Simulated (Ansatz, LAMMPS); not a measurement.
# Structural relaxation of Zn2+ BF4- in dimethoxyethane and tetrahydrofuran, from a frame at 400 K (85 atoms)

Wanted: the relaxed structure of Zn2+ BF4- in dimethoxyethane and tetrahydrofuran, from a frame at 400 K (85 atoms) and its electronic structure.

Program: Ansatz 0.2.0. Level of theory: Kohn-Sham DFT, r2SCAN+D3(BJ), PAW (set soft_2), plane waves. Results are calculated unless marked as measured.

Report form: the programs' logs are mostly left out.

## Step 1: Starting point

The cell holds 85 atoms: 20 C, 8 O, 46 H, 2 B, 8 F and 1 Zn. Cell: a = 9.806 Å, b = 9.806 Å, c = 9.806 Å, α = 90.0°, β = 90.0°, γ = 90.0°. 3 dimethoxyethane, 2 tetrahydrofuran, 1 Zn2+, 2 BF4- placed at random, at 1.15 g/cm³; overlaps pushed apart, then 10 ps at 550 K with stiff harmonic cages for PF6 and BF4 with UFF radii; divalent ions of Li, Roberts, Chakravorty and Merz (J. Chem. Theory Comput. 9, 2733 (2013)); MMFF94 bonds, angles, torsions, charges and radii (Halgren, J. Comput. Chem. 17, 490 (1996)) in harmonic and 12-6 forms; charges of ions scaled by 0.8. Snapshot after 30 ps at 400 K and fixed volume.

Limits known from the start: The network of contacts between molecules at the start is that of the classical potential that made the cell. The density was typed from a rule of thumb and may lie off the real one at this temperature. Only the Γ point is sampled, in a cell whose shortest periodic width is 10 Å.

## Step 2: How the cell was made

A classical potential supplies the starting structure, since it reaches far longer times than DFT.

This step: classical MD, stiff harmonic cages for PF6 and BF4 with UFF radii; divalent ions of Li, Roberts, Chakravorty and Merz (J. Chem. Theory Comput. 9, 2733 (2013)); MMFF94 bonds, angles, torsions, charges and radii (Halgren, J. Comput. Chem. 17, 490 (1996)) in harmonic and 12-6 forms; charges of ions scaled by 0.8 (LAMMPS 22 Jul 2025 - Update 4).

in.lmp

```
# Zn2+ BF4- in dimethoxyethane and tetrahydrofuran
units real
atom_style full
boundary p p p
bond_style harmonic
angle_style harmonic
dihedral_style opls
improper_style harmonic
special_bonds lj 0 0 0.5 coul 0 0 0.75
read_data data.lmp
neigh_modify delay 0 every 1 check yes one 4000
comm_modify cutoff 12.0
timestep 0.5
thermo_style custom step time temp pe press density
thermo_modify norm yes
# push overlapping molecules apart
pair_style soft 2.6
pair_coeff * * 0.0
variable a equal ramp(1,60)
fix ad all adapt 1 pair soft a * * v_a
velocity all create 550 8910 mom yes dist gaussian
fix lim all nve/limit 0.03
fix lan all langevin 550 550 50 8911 zero yes
thermo 1000
run 3000 post no
unfix ad
pair_style lj/cut/coul/long 8.8
pair_modify mix arithmetic tail yes
pair_coeff 1 1 0.0678 3.3680   # C
pair_coeff 2 2 0.0763 3.0430   # O
pair_coeff 3 3 0.0216 2.5400   # H
pair_coeff 4 4 0.1800 3.6375   # B
pair_coeff 5 5 0.0500 2.9970   # F
pair_coeff 6 6 0.0035 2.2736   # Zn
# [... 18 lines left out ...]
compute msd all msd com yes
thermo 7500
fix md all nvt temp 400 400 100
run 30000 post no
print "== T400: mean square displacement over the hold $(c_msd[4]:%.2f) A^2"
unfix md
uncompute msd
write_dump all custom T400.dump id type xs ys zs modify sort id
```

On the command line:

```console
> lmp -in in.lmp -log none -nocite
```

Run time: 25 s. Hardware: 1 thread of Intel Xeon Platinum 8259CL at 2.50GHz (Skylake/Cascade Lake), shared host; peak memory 0.12 GiB.

The input also reads data.lmp (atoms, bonds and types; not printed here).

## Step 3: Single point at the start

The forces at the start show how far the geometry lies from a minimum of this functional.

input.yaml

```yaml
crystal:
  lattice:
    - [9.80591, 0.0, 0.0]
    - [0.0, 9.80591, 0.0]
    - [0.0, 0.0, 9.80591]
  atoms:
    - { symbol: C, position: [0.234, 0.9518, 0.33778] }
    - { symbol: O, position: [0.18467, 0.96778, 0.19855] }
    - { symbol: C, position: [0.11299, 0.84299, 0.16293] }
    - { symbol: C, position: [0.05437, 0.86683, 0.02724] }
    - { symbol: O, position: [0.99722, 0.00011, 0.01922] }
    - { symbol: C, position: [0.85117, 0.99482, 0.04956] }
    - { symbol: H, position: [0.32214, 0.88488, 0.34389] }
    - { symbol: H, position: [0.26962, 0.04666, 0.37536] }
[... 73 atom lines left out ...]
    - { symbol: F, position: [0.94007, 0.15611, 0.42848] }
    - { symbol: F, position: [0.1517, 0.23042, 0.46605] }
    - { symbol: F, position: [0.06037, 0.21466, 0.24451] }
    - { symbol: Zn, position: [0.13525, 0.12857, 0.08897] }
kpoints:
  mp_grid: { grid: [1, 1, 1] }
hamiltonian:
  xc: r2scan
  dispersion: d3bj
scf:
  occupations: { method: gaussian, width: 0.025 }
output:
  forces: true
  stress: true
  populations: true
  dos:
    method: { smearing: { sigma: 0.1 } }
    de: 0.1
    projected: { site_lists: { B: [B], C: [C], F: [F], H: [H], O: [O] } }
  eigenvalues: true
```

On the command line:

```console
> ansatz run input.yaml --threads 4 --pin off --max-ram 8192MiB --backend cpu --events-out ev --progress --plain --runs-dir out
```

Run time: 27 s. Hardware: 4 threads of Intel Xeon Platinum 8259CL at 2.50GHz (Skylake/Cascade Lake), shared host; peak memory 2.3 GiB; 99 s of CPU time.

Notices of the run: dispersion damping borrowed.

Numbers from this run:

* free energy: -20437.0091 eV
* free energy per atom: -240.4354 eV/atom
* SCF cycles: 10
* pressure: 3.387 GPa
* r.m.s. force component: 1.227 eV/Å
* longest force: 7.28 eV/Å
* Fermi energy: 1.566 eV
* gap (highest filled to lowest empty level): 4.846 eV
* spilling of the projection: 0.01209

The r.m.s. force component of 1.2 eV/Å and the pressure of 3.4 GPa set the starting point.

Neighbours are counted within 1.34 Å (H-C), 1.85 Å (C-C), 1.73 Å (C-O), 1.72 Å (F-B), 2.09 Å (F-Zn), 2.38 Å (O-Zn).

Length of the force by element and coordination:

```tsv
element	coordination	atoms	mean length of the force (eV/Å)	spread	least	most
B	all	2	3.08	0.130	2.96	3.21
C	all	20	2.35	1.20	0.696	5.89
F	all	8	2.24	2.05	0.778	7.28
F	1	6	1.64	0.808	0.778	3.01
F	2	2	4.04	3.24	0.803	7.28
H	all	46	1.25	0.686	0.338	3.37
O	all	8	2.17	0.656	1.01	3.33
O	2	5	1.91	0.591	1.01	2.76
O	3	3	2.59	0.526	2.13	3.33
Zn	all	1	4.15	0	4.15	4.15
```

## Step 4: Relaxation

The atoms are relaxed in the fixed cell, aiming at the force tolerance of the input.

input.yaml, the sections that differ from step 3:

```yaml
output:
  forces: true
relax:
  f_tol: 0.05
  max_steps: 200
# crystal, kpoints, hamiltonian, scf: as in step 3
```

Wall time 11 min (4 threads); peak memory 2.4 GiB; 41 min of CPU time.

Step by step (22 of 40):

```tsv
step	energy less that of the first step (eV)	largest force component (eV/Å)
1	0.0000	5.8507
3	-6.3401	0.9026
5	-6.8041	0.2335
7	-6.9353	0.2082
8	-6.9635	0.2104
10	-7.0136	0.2465
12	-7.0594	0.2963
14	-7.0886	0.1657
16	-7.1001	0.1088
18	-7.1067	0.0372
20	-7.1105	0.0611
21	-7.1121	0.0871
23	-7.1147	0.0982
25	-7.1168	0.0493
27	-7.1176	0.0512
29	-7.1200	0.0681
31	-7.1230	0.0888
33	-7.1266	0.1444
34	-7.1288	0.1598
36	-7.1339	0.1808
38	-7.1377	0.0981
40	-7.1392	0.0344
```

The atoms that moved most (Å):

```tsv
atom	dx	dy	dz	length
H69	-0.644	-1.819	0.512	1.997
H70	-1.184	-1.032	-0.554	1.665
F81	-0.839	-1.210	0.171	1.482
H72	0.626	-0.881	0.893	1.402
H26	-1.280	-0.170	0.483	1.379
F82	0.189	-1.101	-0.803	1.376
H55	0.783	0.142	1.100	1.357
H73	-0.992	-0.145	0.827	1.300
```

The relaxation changed the energy by -84.0 meV/atom, and atoms moved by 0.86 Å r.m.s., 2.0 Å at most.

## Step 5: Local order after relaxation

Bonds before and after, by the cutoffs listed below:

```tsv
pair	bonds before	bonds after	mean before (Å)	mean after (Å)	spread before (Å)	spread after (Å)
H-C	46	46	1.086	1.092	0.036	0.004
C-C	9	9	1.496	1.524	0.052	0.014
C-O	16	16	1.427	1.432	0.033	0.013
F-B	8	8	1.415	1.408	0.042	0.049
F-Zn	3	3	1.898	2.092	0.173	0.082
O-Zn	3	3	1.959	2.052	0.016	0.015
```

Density 1.15 g/cm³, 11.09 Å³ an atom.

Pair distribution functions g(r), in bins of 0.2 Å:

```tsv
r (Å)	total	H-H	H-C	H-F	H-O	H-B	H-Zn
1.00	4.04	0.00	15.90	0.00	0.00	0.00	0.00
1.20	0.08	0.00	0.32	0.00	0.00	0.00	0.00
1.40	1.23	0.00	0.00	0.00	0.00	0.00	0.00
1.60	0.40	0.00	0.00	0.00	0.00	0.00	0.00
1.80	1.05	3.60	0.00	0.00	0.00	0.00	0.00
2.00	1.05	0.00	0.00	0.00	9.15	0.00	0.00
2.20	0.98	0.07	3.11	0.00	0.00	0.00	0.00
2.40	1.18	1.84	0.07	0.84	0.35	0.00	0.00
2.60	0.97	1.18	1.18	1.50	1.49	0.00	0.00
2.80	0.65	1.08	0.37	0.66	1.18	0.00	0.98
3.00	0.95	1.35	0.91	0.80	0.35	0.45	2.67
3.20	1.01	0.66	1.38	1.38	0.70	1.93	0.83
3.40	0.86	0.70	1.11	0.88	1.08	1.04	2.15
3.60	0.92	0.90	0.66	1.03	0.55	2.50	1.29
3.80	0.90	0.88	0.87	1.07	0.50	1.99	1.69
4.00	1.05	1.15	0.97	0.97	1.08	1.01	2.09
4.20	0.95	0.95	0.77	1.15	1.27	0.91	0.45
4.40	0.95	0.91	0.86	1.26	1.31	1.02	0.00
4.60	1.04	1.05	1.00	1.43	0.96	0.97	0.76
4.80	1.13	1.05	1.14	1.20	0.62	1.42	0.70
```

Bonds by pair of elements; cutoffs follow the first minimum of g(r), held within bounds set by covalent radii, and pairs that aren't listed don't count as bonded:

```tsv
pair A-B	cutoff (Å)	bonds	mean length (Å)	spread (Å)	shortest (Å)	B about A	A about B
H-C	1.34	46	1.09	0.004	1.09	1	2.3
C-C	1.85	9	1.52	0.014	1.50	0.9	0.9
C-O	1.73	16	1.43	0.013	1.41	0.8	2
F-B	1.72	8	1.41	0.049	1.36	1	4
F-Zn	2.38	3	2.09	0.082	2.00	0.375	3
O-Zn	2.48	3	2.05	0.015	2.03	0.375	3
```

How many atoms have how many bonded neighbours:

```tsv
element	mean	1	2	3	4	6
B	4	0	0	0	2	0
C	4	0	0	0	20	0
F	1.38	5	3	0	0	0
H	1	46	0	0	0	0
O	2.38	0	5	3	0	0
Zn	6	0	0	0	0	1
```

Bond angles, per cent of each kind in bins of 5°:

```tsv
angle (°)	H-C-O	C-C-H	H-C-H	F-B-F	C-C-O
100–105	0.0	0.0	0.0	8.3	0.0
105–110	68.4	22.2	78.1	41.7	60.0
110–115	31.6	77.8	21.9	50.0	40.0
```

Bond angles (no mean is given where the spread exceeds 20°):

```tsv
angle	count	mean (°)	spread (°)
H-C-O	38	109	1.7
C-C-H	36	111	1.6
H-C-H	32	109	1.1
F-B-F	12	109	3.5
C-C-O	10	109	3.2
```

Bond length by coordination (bonds to H left out):

```tsv
element	coordination	atoms	mean bond length (Å)
F	1	5	1.37
F	2	3	1.78
O	2	5	1.42
O	3	3	1.65
```

Rings of the network by King's shortest-path rule, up to 12 atoms, one path for each pair of neighbours; H, halogens, alkali and alkaline-earth atoms are left out, and the last column divides by all other atoms, bonded or not:

```tsv
ring size (atoms)	rings	per network atom
5	3	0.097
```

Counting bonds as in the table, all B atoms have 4, all C atoms have 4, 62 % of F atoms have 1 and all H atoms have 1 bonded neighbour. The H-C-O angle averages 109° with a spread of 1.7°. All rings counted have 5 atoms.

## Step 6: Single point at the relaxed geometry

One more single point at the end of the walk gives the fuller output and checks the residual forces.

input.yaml

```yaml
crystal:
  lattice:
    - [9.80591, 0.0, 0.0]
    - [0.0, 9.80591, 0.0]
    - [0.0, 0.0, 9.80591]
  atoms:
    - { symbol: C, position: [0.24865, 0.91638, 0.26112] }
    - { symbol: O, position: [0.17552, 0.94631, 0.13764] }
    - { symbol: C, position: [0.06632, 0.85245, 0.10997] }
    - { symbol: C, position: [0.00526, 0.89655, 0.97581] }
    - { symbol: O, position: [0.97159, 0.03981, 0.98234] }
    - { symbol: C, position: [0.8357, 0.06614, 0.03487] }
    - { symbol: H, position: [0.29554, 0.81584, 0.2519] }
    - { symbol: H, position: [0.32713, 0.99395, 0.27107] }
[... 73 atom lines left out ...]
    - { symbol: F, position: [0.95936, 0.04385, 0.34656] }
    - { symbol: F, position: [0.10834, 0.17879, 0.46572] }
    - { symbol: F, position: [0.06289, 0.225, 0.2394] }
    - { symbol: Zn, position: [0.13366, 0.14113, 0.06793] }
kpoints:
  mp_grid: { grid: [1, 1, 1] }
hamiltonian:
  xc: r2scan
  dispersion: d3bj
scf:
  occupations: { method: gaussian, width: 0.025 }
output:
  forces: true
  stress: true
  populations: intrinsic
  dos:
    method: { smearing: { sigma: 0.15 } }
    de: 0.1
    projected: { site_lists: { B: [B], C: [C], F: [F], H: [H], O: [O] } }
  eigenvalues: true
  write_density: true
  write_potential: true
  volumetric_format: npy
```

It took 34 s on 4 threads; peak memory 2.3 GiB.

The program notes that the exchange-correlation potential is rough where the density is thin.

Numbers from this run:

```
free energy                                      : -20444.1484 eV
free energy per atom                             : -240.5194 eV/atom
SCF cycles                                       : 10
pressure                                         : -0.4727 GPa
r.m.s. force component                           : 0.00483 eV/Å
longest force                                    : 0.03678 eV/Å
Fermi energy                                     : 1.244 eV
gap (highest filled to lowest empty level) : 4.902 eV
```

Intrinsic-atomic-orbital charges by element and coordination:

```tsv
element	coordination	atoms	mean charge (e)	spread	least	most
B	all	2	0.927	0.0055	0.921	0.932
C	all	20	-0.216	0.105	-0.356	-0.102
F	all	8	-0.451	0.0321	-0.511	-0.418
F	1	5	-0.428	0.009	-0.441	-0.418
F	2	3	-0.490	0.0147	-0.511	-0.478
H	all	46	0.175	0.0185	0.140	0.211
O	all	8	-0.440	0.0241	-0.475	-0.414
O	2	5	-0.424	0.0129	-0.449	-0.414
O	3	3	-0.468	0.0066	-0.475	-0.459
Zn	all	1	1.55	0	1.55	1.55
```

States in the cell by windows of 1 eV, zero at the Fermi level; the larger projections on atomic orbitals stand beside the total:

```tsv
from (eV)	to (eV)	total	C p	H s	F p	O p	C s
-14	-13	5.5	0.8	1.6	0.0	0.5	1.9
-13	-12	2.7	0.6	0.7	0.0	0.4	0.7
-12	-11	13.5	2.8	2.7	2.9	0.8	3.0
-11	-10	9.2	3.1	1.1	1.4	2.4	0.2
-10	-9	25.1	7.5	2.7	7.8	4.0	0.2
-9	-8	21.6	7.4	2.8	3.2	3.6	0.2
-8	-7	25.1	8.8	4.4	5.1	2.8	0.2
-7	-6	33.9	10.8	6.1	12.9	2.7	0.1
-6	-5	25.3	8.0	3.1	11.0	2.1	0.1
-5	-4	19.4	6.7	4.3	0.3	7.1	0.1
-4	-3	3.1	0.5	0.5	0.0	1.9	0.0
-3	-2	9.4	0.9	1.7	0.0	6.5	0.0
-2	2	0.0	0.0	0.0	0.0	0.0	0.0
2	3	3.7	0.6	0.8	0.1	0.1	0.3
3	4	7.6	1.5	2.0	0.0	0.2	0.7
4	5	17.0	3.5	4.4	0.1	0.5	1.5
```

Between -26 and -14 eV lie 38 more states.

The stored curve holds about 232 of the 248 electrons; the rest, give or take the few that broadening carries across the Fermi level, lie in deeper levels below its range.

Not all projections were asked for or kept, so they needn't add up to the total.

The levels nearest the highest filled one (over half full), pooled over k-points and spins:

```tsv
level less the highest filled one (eV)	occupation
-1.44	2
-0.484	2
-0.405	2
-0.0766	2
-0.035	2
0	2
4.90	0
5.32	0
5.95	0
6.09	0
6.16	0
6.42	0
```

Valence density in the ab plane at fractional z = 0.127, with atoms of O and C and H and F within 0.2 Å of it. It is the smooth field of the valence electrons, not physical close to the nuclei.

Values in units of 1e0 e/Å³, 13 rows by 16 columns, each cell a mean:
```
0.2 0.8 4.4 4.2 0.4 0.0 0.0 0.0 0.0 0.0 0.0 0.0 0.1 0.2 0.1 0.1
1.3 1.5 1.6 1.1 0.2 0.0 0.0 0.1 0.3 0.5 0.3 0.1 0.0 0.0 0.0 0.3
0.8 1.5 0.6 0.1 0.0 0.0 0.0 0.2 0.8 1.6 0.9 0.1 0.0 0.0 0.0 0.2
0.1 0.5 0.3 0.0 0.0 0.0 0.0 0.2 1.2 1.5 0.4 0.1 0.0 0.0 0.0 0.0
0.0 0.0 0.0 0.0 0.0 0.0 0.0 0.5 4.4 3.7 0.8 0.4 0.1 0.0 0.0 0.0
0.0 0.0 0.0 0.0 0.0 0.0 0.0 0.2 0.9 1.3 1.6 1.3 0.4 0.0 0.0 0.0
0.1 0.4 0.4 0.1 0.0 0.0 0.0 0.0 0.1 0.6 1.6 0.6 0.1 0.0 0.0 0.0
0.1 0.6 0.8 0.1 0.0 0.0 0.0 0.0 0.0 0.2 0.5 0.1 0.0 0.0 0.0 0.0
0.0 0.1 0.1 0.0 0.0 0.1 0.0 0.0 0.0 0.0 0.0 0.0 0.0 0.0 0.0 0.0
0.1 0.2 0.1 0.1 0.9 3.1 0.8 0.0 0.0 0.0 0.0 0.0 0.0 0.0 0.0 0.0
0.1 0.6 1.1 0.3 1.9 6.9 1.6 0.1 0.0 0.0 0.0 0.0 0.1 0.1 0.1 0.0
0.1 0.6 1.2 0.3 0.2 0.4 0.2 0.1 0.1 0.0 0.0 0.0 0.2 0.4 0.2 0.1
0.1 0.2 0.9 0.7 0.1 0.0 0.0 0.0 0.0 0.0 0.0 0.0 0.5 1.3 0.3 0.1
```
Columns run along a (9.8 Å), rows up along b (9.8 Å). Atoms in or near the plane, at fractional coordinates: O at (0.18, 0.95), C at (0.07, 0.85), H at (0.82, 0.02), O at (0.55, 0.64), C at (0.66, 0.56), H at (0.63, 0.46), H at (0.12, 0.44), F at (0.33, 0.20).

Electrostatic potential energy in the ab plane at fractional z = 0.127, with atoms of O and C and H and F within 0.2 Å of it. With pseudopotentials it is smooth inside the atoms' cores, unlike the true potential.

Ten even steps from '0' (-42 eV) to '9' (5 eV), each cell a mean:
```
9885002899999999999999888999
8663002899999999999999999999
5103447999999999999999999998
3002789999999987668999999998
6325899999999973027999999998
8853799999999973037999999999
9975899999999975578999999999
9999999999999930168999999999
9999999999999810046789999999
9999999999999962320058999999
9999999999999998710038999999
9999999999999999851268999999
9974699999999999823899999999
9960499999999999855899999999
9987899999999999999999999999
9999999999999999999999999999
9999999999999999999999999999
9998899964699999999999999999
9886688710179999999999999999
9853358720279999999999999999
9742247886799999999999999999
9864468999999999999999888999
9887788999999999999999647899
9998657999999999999998406999
```
Columns run along a (9.8 Å; values clipped at the 3rd and 97th percentile), rows up along b (9.8 Å). Atoms in or near the plane, at fractional coordinates: O at (0.18, 0.95), C at (0.07, 0.85), H at (0.82, 0.02), O at (0.55, 0.64), C at (0.66, 0.56), H at (0.63, 0.46), H at (0.12, 0.44), F at (0.33, 0.20).

Mean intrinsic-atomic-orbital charges: B +0.93, C -0.22, F -0.45, H +0.17, O -0.44, Zn +1.55 e.

The surroundings of Zn85, the only Zn atom, nearest first, numbered as they follow in the input and with coordinates relative to it.

```tsv
atom	x	y	z	distance (Å)	bonds	intrinsic-atomic-orbital charge (e)
Zn85	0.00	0.00	0.00	0.00	6	1.55
F84	-0.69	0.82	1.68	2.00	2	-0.51
O37	-0.46	1.69	-1.03	2.03	3	-0.48
O5	-1.59	-0.99	-0.84	2.05	3	-0.47
O2	0.41	-1.91	0.68	2.07	3	-0.46
F77	1.95	0.61	0.42	2.08	2	-0.48
F78	1.51	-0.41	-1.54	2.20	2	-0.48
B75	2.57	0.30	-0.87	2.73	4	0.92
```

The column of bonds counts only the pairs H-C within 1.34 Å, C-C within 1.85 Å, C-O within 1.73 Å, F-B within 1.72 Å, F-Zn within 2.38 Å, O-Zn within 2.48 Å; other neighbours, such as metal atoms beside each other in a compound, aren't counted, and periodic images can show an atom twice.

## Step 7: A changed input

The input is spoilt on purpose; the run shows how that looks.

input.yaml, the sections that differ from step 6:

```yaml
crystal:
  lattice:
    - [9.80591, 0.0, 0.0]
    - [0.0, 9.80591, 0.0]
    - [0.0, 0.0, 9.80591]
  atoms:
    [... the 85 atom lines of step 3 ...]
scf:
  occupations: { method: gaussian, width: 0.025 }
  max_iter: 80
output:
  forces: true
basis:
  ecutwfc: "30 meV"
# kpoints, hamiltonian: as in step 6
```

It took 0.23 s on 4 threads; peak memory 0.11 GiB.

The program refused the input before any cycle.

The program's message: “Error: inconsistent input (basis.ecutwfc, kpoints): the smallest per-k basis holds n_pw = 1 plane waves (k-point 0, counted from 0 among those solved) but the deck needs at least 125 band(s) per chann …”

The fault in the input: a cutoff in the wrong unit (basis.ecutwfc = "30 meV"). The fix is to take out basis.ecutwfc.

## Step 8: Outcome

| Quantity | Value |
| --- | --- |
| energy change in the relaxation | -83.99 meV/atom |
| r.m.s. displacement | 0.856 Å |
| largest displacement | 1.997 Å |
| free energy per atom | -240.5194 eV/atom |
| pressure | -0.4727 GPa |
| r.m.s. force component | 0.00483 eV/Å |
| gap (highest filled to lowest empty level) | 4.902 eV |
| wall time of the 3 DFT runs | 12 min |

What this shows: Relaxation lowers the energy by 84.0 meV/atom and moves atoms by 0.86 Å r.m.s.; the r.m.s. force component goes from 1.2 to 0.0048 eV/Å, the pressure goes from 3.4 to -0.47 GPa, and the gap from 4.85 to 4.90 eV. By the final cutoffs no bond was broken or made. First to last step the energy falls by 7.139 eV; the largest move, 2.00 Å, is that of H69. The C-C bonds go from 1.496 Å (spread 0.052) to 1.524 Å (spread 0.014). Counting bonds as in the table, all B atoms have 4, all C atoms have 4, 62 % of F atoms have 1 and all H atoms have 1 bonded neighbour. Filled and empty levels are parted by 4.90 eV (at Γ alone); a semilocal functional tends to put such gaps too low. In a disordered cell it changes from sample to sample and from frame to frame.

**Limits.** The network of contacts between molecules at the start is that of the classical potential that made the cell; in DFT atoms moved by 0.86 Å r.m.s.

[Logs are printed without paths, hosts, clocks, repeated set-up lines and the standing remarks that a program may print on its own settings, such as how far it seeks lower states.]

[Hosts, paths, dates, database ids (printed as entryN), source tags and the programs' standing remarks are cut or masked in the printed files.]

[The MMFF94 radii named for the starting cell were scaled by 0.96; in molecules described by MMFF94, hydrogen bound to N, O or S took a small fixed 12-6 site in their place.]
